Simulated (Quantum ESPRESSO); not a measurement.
Consider ZnGeO3 (R-3).

```xyz
10
Lattice="2.5227 1.4565 4.6942 -2.5227 1.4565 4.6942 0.0000 -2.9129 4.6942" Properties=species:S:1:pos:R:3 pbc="T T T"
Ge    0.0000    0.0000   11.8808
Ge    0.0000    0.0000    2.2018
Zn    0.0000    0.0000    8.8950
Zn    0.0000    0.0000    5.1876
O    -1.8654    0.0669    8.1151
O     0.8747   -1.6489    8.1151
O     0.9906    1.5820    8.1151
O    -0.8747    1.6489    5.9675
O     1.8654   -0.0669    5.9675
O    -0.9906   -1.5820    5.9675
```

Absorber: atom 5, with 1 Ge at 1.90 Å, 1 Ge at 1.96 Å, 1 Zn at 2.02 Å and 1 Zn at 2.34 Å (4-fold, site symmetry 1). Method: Quantum ESPRESSO XSpectra, PBEsol, full core hole (charged cell), 10-atom cell with 5.0 Å between holes, 6×6×6 k points, dipole transitions, Lorentzian half width 0.3 eV up to 4 eV, rising linearly to 2.5 eV at 25 eV (counted from xe0, 0.8 eV below the zero used here).

**Question.** Where do the maxima of the O K edge fall?

Main maxima up to 24 eV above the zero (height): 3.4 eV (2.42), 4.4 eV (1.64) and 9.1 eV (2.11). A K edge sees empty p states on the absorber. The total-energy difference plus the lowest empty eigenvalue puts the zero at 535.77 eV. One term is added: -8.91 eV, since the hole is spin-paired here and a spin-polarised one costs that much less in the free atom (computed apart). The photon energy is then 526.86 eV. The functional and the charged cell's background leave an error in such absolute values: in the free atom PBEsol prices this hole 2.1 eV below PBE (computed apart), and PBE is itself good to a few eV.

The O K spectrum (energy from the lowest empty level; intensity scaled to a mean of 1 over the first 20 eV; the points at xe0, where the cut of filled states can leave a spike, are interpolated; polarised curves are means over the symmetry-equivalent atoms):

```tsv
E (eV)	isotropic	ε ⊥ c	ε ∥ c
-2.0	0.03	0.03	0.03
-1.5	0.04	0.04	0.03
-1.0	0.04	0.05	0.04
-0.5	0.05	0.06	0.05
0.0	0.07	0.08	0.06
0.5	0.11	0.12	0.10
1.0	0.17	0.19	0.15
1.5	0.29	0.31	0.26
2.0	0.53	0.58	0.41
2.5	0.97	1.07	0.76
3.0	1.91	2.21	1.31
3.5	2.32	2.53	1.89
4.0	1.45	1.51	1.32
4.5	1.64	1.63	1.66
5.0	1.39	1.47	1.21
5.5	1.08	1.20	0.84
6.0	0.94	1.01	0.81
6.5	1.10	1.14	1.03
7.0	1.28	1.30	1.23
7.5	1.45	1.46	1.43
8.0	1.72	1.73	1.68
8.5	1.99	2.03	1.92
9.0	2.11	2.14	2.06
9.5	2.03	2.03	2.05
10.0	1.82	1.81	1.85
10.5	1.56	1.55	1.57
11.0	1.29	1.28	1.32
11.5	1.06	1.05	1.09
12.0	0.89	0.87	0.91
12.5	0.77	0.76	0.79
13.0	0.71	0.71	0.72
13.5	0.68	0.67	0.68
14.0	0.64	0.64	0.64
14.5	0.61	0.61	0.60
15.0	0.58	0.58	0.56
15.5	0.55	0.56	0.53
16.0	0.54	0.55	0.51
16.5	0.53	0.54	0.50
17.0	0.52	0.54	0.50
17.5	0.52	0.53	0.50
18.0	0.52	0.52	0.51
18.5	0.52	0.51	0.53
19.0	0.52	0.51	0.53
19.5	0.52	0.51	0.54
20.0	0.52	0.51	0.54
20.5	0.52	0.51	0.54
21.0	0.53	0.52	0.54
21.5	0.53	0.53	0.54
22.0	0.54	0.54	0.55
22.5	0.56	0.55	0.56
23.0	0.57	0.57	0.57
23.5	0.59	0.59	0.59
24.0	0.62	0.62	0.62
24.5	0.65	0.65	0.65
25.0	0.68	0.68	0.68
25.5	0.72	0.72	0.71
26.0	0.75	0.76	0.73
26.5	0.78	0.79	0.75
27.0	0.80	0.81	0.76
27.5	0.80	0.82	0.77
28.0	0.80	0.82	0.77
28.5	0.79	0.81	0.76
29.0	0.78	0.79	0.75
29.5	0.76	0.77	0.74
30.0	0.74	0.74	0.74
30.5	0.73	0.72	0.74
31.0	0.71	0.70	0.74
31.5	0.70	0.68	0.74
32.0	0.69	0.66	0.73
```

The holes are only 5.0 Å apart, so the shape is probably not converged with cell size; no larger cell was run here. The structure is a computed Materials Project entry and may be a hypothetical form.

[Banner, clock and machine lines of the logs are left out without a mark of their own.]

[Logs are printed without paths, hosts, clocks, repeated set-up lines and the standing remarks that a program may print on its own settings, such as how far it seeks lower states.]

[Hosts, paths, dates, database ids (printed as entryN), source tags and the programs' standing remarks are cut or masked in the printed files.]

[Lists of maxima count a maximum above −3 eV only where it reaches 4 % of the highest in the window and stands out from its surroundings by 2 % of it (1.5 % where it reaches 55 %); shoulders and weaker maxima are passed over, and of the rest the first, up to two pre-edge ones and the few strongest are named.]
